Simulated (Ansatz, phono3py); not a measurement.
# Heat carried by phonons in KCl (Sylvite, Fm-3m), part 2 of 2

Wanted: κ(T), lifetimes and mean free paths for KCl (Sylvite).

Measurements to reproduce:
- thermal conductivity 7.1 W/m/K near room temperature (given in “Combining the AFLOW GIBBS and Elastic Libraries to efficiently and robustly screen thermo-mechanical properties of solids”, 2017, arXiv:1611.05714)
- thermal conductivity 7.1 W/m/K near room temperature (given in “Predicting the lattice thermal conductivity of solids by solving the Boltzmann transport equation: AFLOW - AAPL an automated, accurate and efficient framework”, 2017, arXiv:1611.05481)

Ansatz 0.2.0; DFT LDA, scalar-relativistic, plane waves, PAW; PAW set soft_1.

So far, κ at 300 K (relaxation time) (W/m/K): step 6 (a cheap rung) 10.6. Also highest frequency (cm⁻¹): step 6 222. The relaxed cell has a = 6.077 Å (conventional setting).

## Step 7: Third-order constants and the Boltzmann equation, k-mesh 6×6×6, third order supercell 3×3×3

Pairs of atoms inside the cutoff are displaced in a supercell, the forces give the cubic constants, and these give the three-phonon rates of the Boltzmann equation.

The input, input.yaml:

```yaml
crystal:
  lattice:
    - [0.0, 3.0386370755, 3.0386370755]
    - [3.0386370755, 0.0, 3.0386370755]
    - [3.0386370755, 3.0386370755, 0.0]
  atoms:
    - { symbol: K, position: [0.0, 0.0, 0.0] }
    - { symbol: Cl, position: [0.5, 0.5, 0.5] }
kpoints:
  mp_grid: { grid: [6, 6, 6] }
hamiltonian:
  xc: lda
  pseudopotentials: { kind: paw, azcp: { folder: soft_1 }, xc_functional: pbe }
scf:
  occupations: { method: fixed }
  lower_state_search: "off"
output:
  eigenvalues: true
phonons:
  method: fd
  dielectric: true
  qmesh: [6, 6, 6]
  temperatures: { t_max: 1000, t_step: 50 }
  qpath:
    path:
      - [[0.0, 0.0, 0.0], [0.5, 0.0, 0.5], [0.625, 0.25, 0.625]]
      - [[0.375, 0.375, 0.75], [0.0, 0.0, 0.0], [0.5, 0.5, 0.5], [0.5, 0.25, 0.75], [0.5, 0.0, 0.5]]
    npoints: 10
  third_order: { supercell: [3, 3, 3], pair_cutoff: 4.447 }
  lattice_thermal_conductivity:
    qmesh: [17, 17, 17]
    temperatures: [50.0, 100.0, 150.0, 200.0, 300.0, 400.0, 500.0, 600.0, 800.0]
    isotope_mass_variance:
      - { species: Cl, variance: 0.0005827 }
      - { species: K, variance: 0.000164 }
```

On the command line:

```
$ ansatz run input.yaml --threads 8 --pin off --max-ram 19456MiB --backend cpu --events-out ev --progress --plain --runs-dir out
```

Wall time 21 min (8 threads of Arm Neoverse V1, shared host); peak memory 12 GiB; 2.7 h of CPU time.

This step gave:

```yaml
zero_point_energy: 0.04717 eV/cell
kappa_at_300_k_relaxation_time: 10.41 W/m/K
kappa_at_300_k_full_solution: 14.04 W/m/K
mean_free_path_at_half_of_kappa: 17 nm
share_of_kappa_above_the_three_lowest_branches: 0.124
third_order_blocks: 350
periodic_aliases_dropped: 24
largest_relative_sum_rule_correction: 0.1140
displaced_cells_third_order: 50
```

LO-TO term included. The phonon branches at the labelled points (cm⁻¹):

| point | branch 1 | branch 2 | branch 3 | branch 4 | branch 5 | branch 6 |
| --- | --- | --- | --- | --- | --- | --- |
| Γ | 0 | 0 | 0 | 161 | 161 | 222 |
| halfway | 41 | 41 | 125 | 163 | 163 | 174 |
| X | 57 | 57 | 105 | 166 | 166 | 171 |
| halfway | 64 | 73 | 102 | 163 | 166 | 170 |
| U | 82 | 95 | 105 | 154 | 163 | 169 |
| jump to K | 82 | 95 | 105 | 154 | 163 | 169 |
| halfway | 51 | 93 | 111 | 139 | 164 | 191 |
| Γ | 0 | 0 | 0 | 161 | 161 | 222 |
| halfway | 68 | 68 | 89 | 152 | 152 | 207 |
| L | 116 | 116 | 125 | 125 | 158 | 167 |
| halfway | 98 | 99 | 134 | 136 | 161 | 163 |
| W | 86 | 86 | 129 | 134 | 168 | 168 |
| halfway | 67 | 87 | 100 | 158 | 166 | 170 |
| X | 57 | 57 | 105 | 166 | 166 | 171 |

W/m/K. Kappa, by row:

| T (K) | RTA xx | RTA yy | RTA zz | full xx | full yy | full zz | coherence part xx | coherence part yy | coherence part zz | ending | iterations | least Ritz value |
| --- | --- | --- | --- | --- | --- | --- | --- | --- | --- | --- | --- | --- |
| 50 | 61.58 | 61.58 | 61.58 | 73.44 | 73.44 | 73.44 | 0.01361 | 0.01361 | 0.01361 | converged | 8 | 0.546 |
| 100 | 29.52 | 29.52 | 29.52 | 37.62 | 37.62 | 37.62 | 0.04728 | 0.04728 | 0.04728 | converged | 9 | 0.511 |
| 150 | 20.07 | 20.07 | 20.07 | 26.29 | 26.29 | 26.29 | 0.0687 | 0.0687 | 0.0687 | converged | 9 | 0.494 |
| 200 | 15.29 | 15.29 | 15.29 | 20.32 | 20.32 | 20.32 | 0.08302 | 0.08302 | 0.08302 | converged | 9 | 0.484 |
| 300 | 10.41 | 10.41 | 10.41 | 14.04 | 14.04 | 14.04 | 0.1029 | 0.1029 | 0.1029 | converged | 9 | 0.473 |
| 400 | 7.919 | 7.919 | 7.919 | 10.75 | 10.75 | 10.75 | 0.1178 | 0.1178 | 0.1178 | converged | 9 | 0.468 |
| 500 | 6.407 | 6.407 | 6.407 | 8.73 | 8.73 | 8.73 | 0.1301 | 0.1301 | 0.1301 | converged | 9 | 0.464 |
| 600 | 5.391 | 5.391 | 5.391 | 7.36 | 7.36 | 7.36 | 0.1406 | 0.1406 | 0.1406 | converged | 9 | 0.461 |
| 800 | 4.115 | 4.115 | 4.115 | 5.622 | 5.622 | 5.622 | 0.1572 | 0.1572 | 0.1572 | converged | 9 | 0.458 |

The lattice thermal conductivity by temperature:

| temperature (K) | RTA xx (W/m/K) | full xx (W/m/K) |
| --- | --- | --- |
| 50 | 61.6 | 73.4 |
| 100 | 29.5 | 37.6 |
| 150 | 20.1 | 26.3 |
| 200 | 15.3 | 20.3 |
| 300 | 10.4 | 14.0 |
| 400 | 7.92 | 10.8 |
| 500 | 6.41 | 8.73 |
| 600 | 5.39 | 7.36 |
| 800 | 4.12 | 5.62 |

The modes has structure finer than the step of the table below, so its rows give means over 10 cm⁻¹, whole bins alone (the curve runs from -10 to 238 cm⁻¹). Peaks (cm⁻¹: height): Cl 95.8: 0.0203, 127.0: 0.0292, 165.9: 0.0654; K 106.7: 0.0258, 165.9: 0.0684.

Phonopy on the run's constants, 17x17x17 mesh, Gaussian sigma 2.0 cm⁻¹. Table of modes by wavenumber; means over each step; values in 1/cm⁻¹/cell:

| wavenumber (cm⁻¹) | Cl | K |
| --- | --- | --- |
| 0 | 2.8e-5 | 3.1e-5 |
| 10 | 1.9e-4 | 2.1e-4 |
| 20 | 8.6e-4 | 9.5e-4 |
| 30 | 0.00181 | 0.00199 |
| 40 | 0.00358 | 0.00394 |
| 50 | 0.00657 | 0.00721 |
| 60 | 0.0118 | 0.0129 |
| 70 | 0.0137 | 0.0151 |
| 80 | 0.0153 | 0.0174 |
| 90 | 0.0166 | 0.0197 |
| 100 | 0.0176 | 0.0232 |
| 110 | 0.0139 | 0.0241 |
| 120 | 0.0167 | 0.0142 |
| 130 | 0.0238 | 0.0179 |
| 140 | 0.0259 | 0.0177 |
| 150 | 0.0306 | 0.0240 |
| 160 | 0.0487 | 0.0441 |
| 170 | 0.0353 | 0.0376 |
| 180 | 0.00621 | 0.00688 |
| 190 | 0.00449 | 0.00465 |
| 200 | 0.00332 | 0.00328 |
| 210 | 0.00226 | 0.00213 |
| 220 | 7.8e-4 | 7.2e-4 |
| 230 | 1.6e-6 | 1.6e-6 |

Distinct triplets, nearest first. Third order norms, by row:

| sites | side 1 (Å) | side 2 (Å) | side 3 (Å) | norm of the 27 components (eV/Å³) |
| --- | --- | --- | --- | --- |
| K-K-K | 0 | 0 | 0 | 0 |
| Cl-Cl-Cl | 0 | 0 | 0 | 0 |
| K-Cl-Cl | 0 | 3.04 | 3.04 | 4.763 |
| K-Cl-K | 0 | 3.04 | 3.04 | 4.934 |
| K-Cl-Cl | 3.04 | 3.04 | 4.3 | 0.045 |
| K-Cl-K | 3.04 | 3.04 | 4.3 | 0.055 |
| K-K-K | 0 | 4.3 | 4.3 | 0.292 |
| K-K-K | 4.3 | 4.3 | 4.3 | 0.008 |
| Cl-Cl-Cl | 0 | 4.3 | 4.3 | 0.15 |
| Cl-Cl-Cl | 4.3 | 4.3 | 4.3 | 0.022 |

Born charge (rows field, columns displacement) (e), principal values of the symmetric part by kind of site:

| atom | atoms with these values | low | middle | high | mean |
| --- | --- | --- | --- | --- | --- |
| K1 | 1 | 1.11 | 1.11 | 1.11 | 1.11 |
| Cl2 | 1 | -1.11 | -1.11 | -1.11 | -1.11 |

In full for Cl2:

```
-1.11  0.00  0.00
 0.00 -1.11  0.00
 0.00  0.00 -1.11
```

RTA, 300 K. Kappa by branch, by row:

| branch (by rank) | mean frequency (THz) | mean rms speed (km/s) | median lifetime (ps) | share of kappa |
| --- | --- | --- | --- | --- |
| 1 | 2.13 | 2.06 | 7.19 | 0.302 |
| 2 | 2.67 | 2.49 | 3.79 | 0.283 |
| 3 | 3.53 | 2.48 | 4.48 | 0.291 |
| 4 | 4.41 | 1.66 | 3.61 | 0.08 |
| 5 | 4.78 | 1.01 | 3.53 | 0.03 |
| 6 | 5.28 | 1.12 | 1.6 | 0.014 |

The spectral kappa at 300 K by frequency; read off at these points; values in W/m/K/THz:

| frequency (THz) | relaxation time (W/m/K/THz) | full solution (W/m/K/THz) |
| --- | --- | --- |
| 0.10 | 0 | 0 |
| 0.30 | 0.715 | 0.709 |
| 0.50 | 0.711 | 0.701 |
| 0.70 | 1.73 | 1.74 |
| 0.90 | 1.13 | 1.22 |
| 1.10 | 1.13 | 1.25 |
| 1.30 | 1.86 | 2.05 |
| 1.50 | 2.12 | 2.42 |
| 1.70 | 2.60 | 3.03 |
| 1.90 | 3.29 | 3.93 |
| 2.10 | 3.25 | 3.96 |
| 2.30 | 3.43 | 4.29 |
| 2.50 | 3.80 | 4.85 |
| 2.70 | 2.54 | 3.29 |
| 2.90 | 3.84 | 5.01 |
| 3.10 | 2.58 | 3.31 |
| 3.30 | 2.82 | 3.78 |
| 3.50 | 2.73 | 3.68 |
| 3.70 | 2.15 | 3.08 |
| 3.90 | 2.2 | 3.44 |
| 4.10 | 1.48 | 2.48 |
| 4.30 | 1.57 | 2.85 |
| 4.50 | 1.39 | 2.66 |
| 4.70 | 1.22 | 2.45 |
| 4.90 | 0.558 | 1.16 |
| 5.10 | 0.254 | 0.621 |
| 5.30 | 0.205 | 0.608 |
| 5.50 | 0.0852 | 0.326 |
| 5.70 | 0.0704 | 0.310 |
| 5.90 | 0.0390 | 0.224 |
| 6.10 | 0.0203 | 0.147 |
| 6.30 | 0.00952 | 0.0788 |
| 6.50 | 0.00130 | 0.0200 |
| 6.70 | 9.3e-6 | 3.7e-4 |

Relaxation-time solution. Share of κ carried by shorter paths against mean free path:

| mean free path (nm) | 50 K | 300 K | 800 K |
| --- | --- | --- | --- |
| 0.464 | 0 | 0 | 0.002 |
| 0.681 | 0 | 0 | 0.007 |
| 1 | 0 | 0.001 | 0.014 |
| 2.15 | 0 | 0.01 | 0.086 |
| 3.16 | 0 | 0.018 | 0.201 |
| 4.64 | 0 | 0.048 | 0.355 |
| 6.81 | 0.001 | 0.126 | 0.536 |
| 10 | 0.002 | 0.266 | 0.736 |
| 21.5 | 0.008 | 0.637 | 0.924 |
| 31.6 | 0.021 | 0.794 | 0.944 |
| 46.4 | 0.035 | 0.897 | 0.953 |
| 68.1 | 0.071 | 0.929 | 0.966 |
| 100 | 0.152 | 0.947 | 0.977 |
| 147 | 0.307 | 0.955 | 0.991 |
| 316 | 0.622 | 0.986 | 1 |
| 464 | 0.741 | 1 | 1 |
| 681 | 0.834 | 1 | 1 |
| 1000 | 0.886 | 1 | 1 |
| 1470 | 0.903 | 1 | 1 |
| 3160 | 0.955 | 1 | 1 |
| 4640 | 0.983 | 1 | 1 |
| 6810 | 1 | 1 | 1 |

300 K; a sample spread over frequency. Mode lifetimes, by row, the first 40 of 90 rows:

| q1 | q2 | q3 | branch | frequency (THz) | rms speed (km/s) | three-phonon rate (1/ps) | isotope rate (1/ps) | lifetime (ps) | mean free path (nm) |
| --- | --- | --- | --- | --- | --- | --- | --- | --- | --- |
| 0 | 0.0588 | 0.0588 | 1 | 0.33 | 1.67 | 0.00391 | 3.37e-7 | 256 | 427 |
| 0 | 0.0588 | -0.1176 | 1 | 0.851 | 2.99 | 0.0807 | 4.71e-5 | 12.4 | 37 |
| 0.0588 | 0.1176 | 0.2353 | 1 | 1.071 | 2.53 | 0.069 | 1.26e-4 | 14.5 | 36.7 |
| 0 | 0.1176 | -0.1765 | 1 | 1.28 | 2.34 | 0.052 | 2.69e-4 | 19.1 | 44.8 |
| 0.1176 | 0.2353 | 0.3529 | 1 | 1.44 | 1.63 | 0.0287 | 4.60e-4 | 34.2 | 55.7 |
| 0.0588 | 0.2353 | 0.2941 | 2 | 1.515 | 3.17 | 0.141 | 6.12e-4 | 7.06 | 22.4 |
| 0.1176 | 0.2941 | 0.4118 | 1 | 1.643 | 1.5 | 0.0375 | 9.28e-4 | 26.1 | 39 |
| 0 | 0.0588 | -0.1176 | 3 | 1.712 | 3.92 | 0.165 | 0.0013 | 6.01 | 23.5 |
| 0 | 0.0588 | 0.2353 | 2 | 1.788 | 3.13 | 0.297 | 0.00155 | 3.34 | 10.5 |
| 0 | 0.0588 | -0.1765 | 2 | 1.857 | 3.11 | 0.436 | 0.00174 | 2.29 | 7.12 |
| 0 | 0 | 0.2353 | 1 | 1.922 | 3.27 | 0.34 | 0.00188 | 2.92 | 9.55 |
| 0 | 0.1176 | 0.2941 | 2 | 1.983 | 3.27 | 0.225 | 0.00211 | 4.4 | 14.4 |
| 0 | 0.3529 | 0.4706 | 2 | 2.072 | 2.79 | 0.0711 | 0.00246 | 13.6 | 37.9 |
| 0.0588 | 0.2941 | -0.2353 | 1 | 2.139 | 1.62 | 0.0457 | 0.00264 | 20.7 | 33.6 |
| 0.1765 | 0.4706 | -0.3529 | 1 | 2.224 | 1.42 | 0.0409 | 0.00299 | 22.8 | 32.4 |
| 0.0588 | 0.1765 | -0.2941 | 1 | 2.295 | 2.63 | 0.22 | 0.00321 | 4.49 | 11.8 |
| 0.1176 | 0.4118 | -0.3529 | 1 | 2.358 | 1.87 | 0.121 | 0.0035 | 8.06 | 15.1 |
| 0 | 0.0588 | 0.3529 | 1 | 2.425 | 2.65 | 0.367 | 0.00365 | 2.7 | 7.16 |
| 0.2353 | 0.4706 | -0.2941 | 1 | 2.496 | 1.36 | 0.0402 | 0.00426 | 22.5 | 30.7 |
| 0 | 0.4118 | -0.4118 | 2 | 2.553 | 3.32 | 0.0956 | 0.00451 | 9.99 | 33.2 |
| 0.0588 | 0.2941 | -0.4118 | 1 | 2.624 | 2.21 | 0.281 | 0.00487 | 3.49 | 7.71 |
| 0 | 0.1176 | -0.2353 | 2 | 2.668 | 2.8 | 0.449 | 0.00454 | 2.2 | 6.16 |
| 0 | 0.3529 | -0.3529 | 2 | 2.733 | 1.16 | 0.0425 | 0.00476 | 21.1 | 24.5 |
| 0 | 0.1765 | 0.1765 | 3 | 2.814 | 4.22 | 0.164 | 0.00582 | 5.88 | 24.8 |
| 0.1176 | 0.4118 | -0.4118 | 2 | 2.864 | 3.27 | 0.228 | 0.00713 | 4.26 | 13.9 |
| 0 | 0.1765 | -0.4706 | 1 | 2.905 | 2.22 | 0.334 | 0.00561 | 2.94 | 6.52 |
| 0 | 0.2941 | -0.3529 | 2 | 2.956 | 2.09 | 0.315 | 0.00548 | 3.12 | 6.52 |
| 0.0588 | 0.2353 | -0.4118 | 2 | 3.026 | 2.25 | 0.227 | 0.00668 | 4.28 | 9.64 |
| 0.1765 | 0.4118 | -0.4118 | 2 | 3.085 | 1.07 | 0.205 | 0.00642 | 4.72 | 5.03 |
| 0 | 0.0588 | 0.4118 | 2 | 3.128 | 2.24 | 0.394 | 0.00692 | 2.49 | 5.58 |
| 0.0588 | 0.1765 | -0.4118 | 2 | 3.174 | 2.1 | 0.369 | 0.0067 | 2.66 | 5.58 |
| 0.1765 | 0.4118 | -0.4118 | 3 | 3.22 | 1.62 | 0.213 | 0.00812 | 4.52 | 7.32 |
| 0.0588 | 0.1765 | -0.2941 | 2 | 3.278 | 2.53 | 0.386 | 0.00602 | 2.55 | 6.47 |
| 0.1176 | 0.2353 | -0.4706 | 2 | 3.357 | 1.09 | 0.329 | 0.00597 | 2.99 | 3.24 |
| 0 | 0 | 0.4706 | 2 | 3.411 | 1.86 | 0.396 | 0.00659 | 2.48 | 4.61 |
| 0 | 0.2353 | -0.2941 | 2 | 3.463 | 1.03 | 0.368 | 0.00249 | 2.7 | 2.78 |
| 0.0588 | 0.3529 | -0.3529 | 3 | 3.545 | 3.37 | 0.151 | 0.00585 | 6.4 | 21.6 |
| 0 | 0.2353 | 0.4706 | 3 | 3.618 | 2.39 | 0.218 | 0.00772 | 4.43 | 10.6 |
| 0.0588 | 0.2353 | -0.1765 | 3 | 3.706 | 2.99 | 0.211 | 0.0101 | 4.52 | 13.5 |
| 0.0588 | 0.2353 | 0.4706 | 3 | 3.774 | 2.2 | 0.276 | 0.0195 | 3.38 | 7.42 |

Without the LO-TO term. Gamma linewidths, by row:

| branch | frequency (cm⁻¹) | three-phonon rate (1/ps) | isotope rate (1/ps) | FWHM (cm⁻¹) |
| --- | --- | --- | --- | --- |
| 4 | 161.2 | 0.182 | 0.0533 | 1.25 |
| 5 | 161.2 | 0.182 | 0.0533 | 1.25 |
| 6 | 161.2 | 0.182 | 0.0533 | 1.25 |

W/m/K, third of the trace; RTA populations with a boundary rate v/L added to each mode (Matthiessen's rule). Kappa by grain size, by row:

| T (K) | bulk | 10 nm | 30 nm | 100 nm | 300 nm | 1000 nm | 10000 nm | 100000 nm |
| --- | --- | --- | --- | --- | --- | --- | --- | --- |
| 100 | 29.48 | 4.921 | 10.19 | 17.54 | 23.14 | 26.78 | 29.11 | 29.44 |
| 300 | 10.31 | 3.976 | 6.369 | 8.433 | 9.484 | 10.01 | 10.27 | 10.3 |
| 600 | 5.251 | 2.813 | 3.923 | 4.684 | 5.019 | 5.173 | 5.242 | 5.25 |

W/m/K, third of the trace; RTA populations with the isotope rates scaled. Kappa by mass disorder, by row:

| T (K) | no isotopes | as typed | variance x 3 | variance x 10 | variance x 30 |
| --- | --- | --- | --- | --- | --- |
| 100 | 32.68 | 29.48 | 25.4 | 18.54 | 11.96 |
| 300 | 10.72 | 10.31 | 9.643 | 8.122 | 6.041 |
| 600 | 5.359 | 5.251 | 5.059 | 4.552 | 3.699 |

At 300 K the relaxation-time value is 10.4 W/(m K).

## Step 8: The ladder

Ladder, by row:

| cells or q mesh | k mesh | pair cutoff | atoms in the supercell | q-mesh of the transport sums | κ at 300 K (relaxation time) (W/m/K) | κ at 300 K (full solution) (W/m/K) | core-minutes |
| --- | --- | --- | --- | --- | --- | --- | --- |
| 4x4x4 | 4x4x4 | 3.189 | 16 | 11×11×11 | 10.64 | 13.59 | 5.2 |
| 6x6x6 | 6x6x6 | 4.447 | 54 | 17×17×17 | 10.41 | 14.04 | 163.7 |

## Step 9: What came out

```json
{
  "highest frequency": "221.7 cm⁻¹",
  "Debye temperature from the second moment": "247 K",
  "κ at 300 K (relaxation time)": "10.41 W/m/K",
  "κ at 300 K (full solution)": "14.04 W/m/K",
  "mean free path at half of κ": "17 nm",
  "share of κ above the three lowest branches": "0.124"
}
```

In words: The lattice of KCl (Sylvite) conducts 14.0 W/(m K) at 300 K by LDA (mean over directions, full solution). The full solution lies +35 % from the relaxation-time value at 300 K, a sign that momentum-conserving scattering matters. Above 300 K the relaxation-time κ falls as T^-0.95, near the 1/T law of three-phonon scattering. Grains of 100 nm would keep 82 % of the bulk value at 300 K, and grains of 1 µm 97 %. Removing the natural isotope disorder raises κ at 300 K by 4 %. The first rung (16 atoms, cutoff 3.19 Å) gave 10.6 W/(m K) by relaxation time for 0.032 times the cost of the last; short cutoffs miss scattering channels and can err either way, and the meshes changed too. A measured thermal conductivity near room temperature is 7.1 W/m/K (arXiv:1611.05714); the calculated 14.0 W/m/K differs by +98 %. The relaxed cell is 10 % smaller in volume than the database cell, which stiffens most phonons and usually raises κ; no run here tested that. Four-phonon, defect and boundary scattering, which are left out, would lower the calculated value; thermal expansion is left out too. The sum rules changed one orbit of cubic constants by up to 11 %; by the manual a large change points to a short cutoff or, on a small and distant orbit, to noisy forces. Below 100 K the values hang on the q-mesh and, in a real crystal, on its size. The conductivities include the coherence part between close branches; the shares for grains, isotopes, branches and paths are of the relaxation-time populations alone. Cubic couplings among atoms farther apart than the pair cutoff are dropped, and neither the cutoff nor the q-mesh was shown to be converged here. The PAW files were made for PBE and are used here under another functional, for which the program regenerates the frozen cores. The cell of these runs is 10 % smaller in volume than the database cell; frequencies and all that rests on them shift with it.

[Logs are printed without paths, hosts, clocks, repeated set-up lines and the standing remarks that a program may print on its own settings, such as how far it seeks lower states.]

[Hosts, paths, dates, database ids (printed as entryN), source tags and the programs' standing remarks are cut or masked in the printed files.]

[A step with changed settings may run another functional than the one named; its input shows which.]
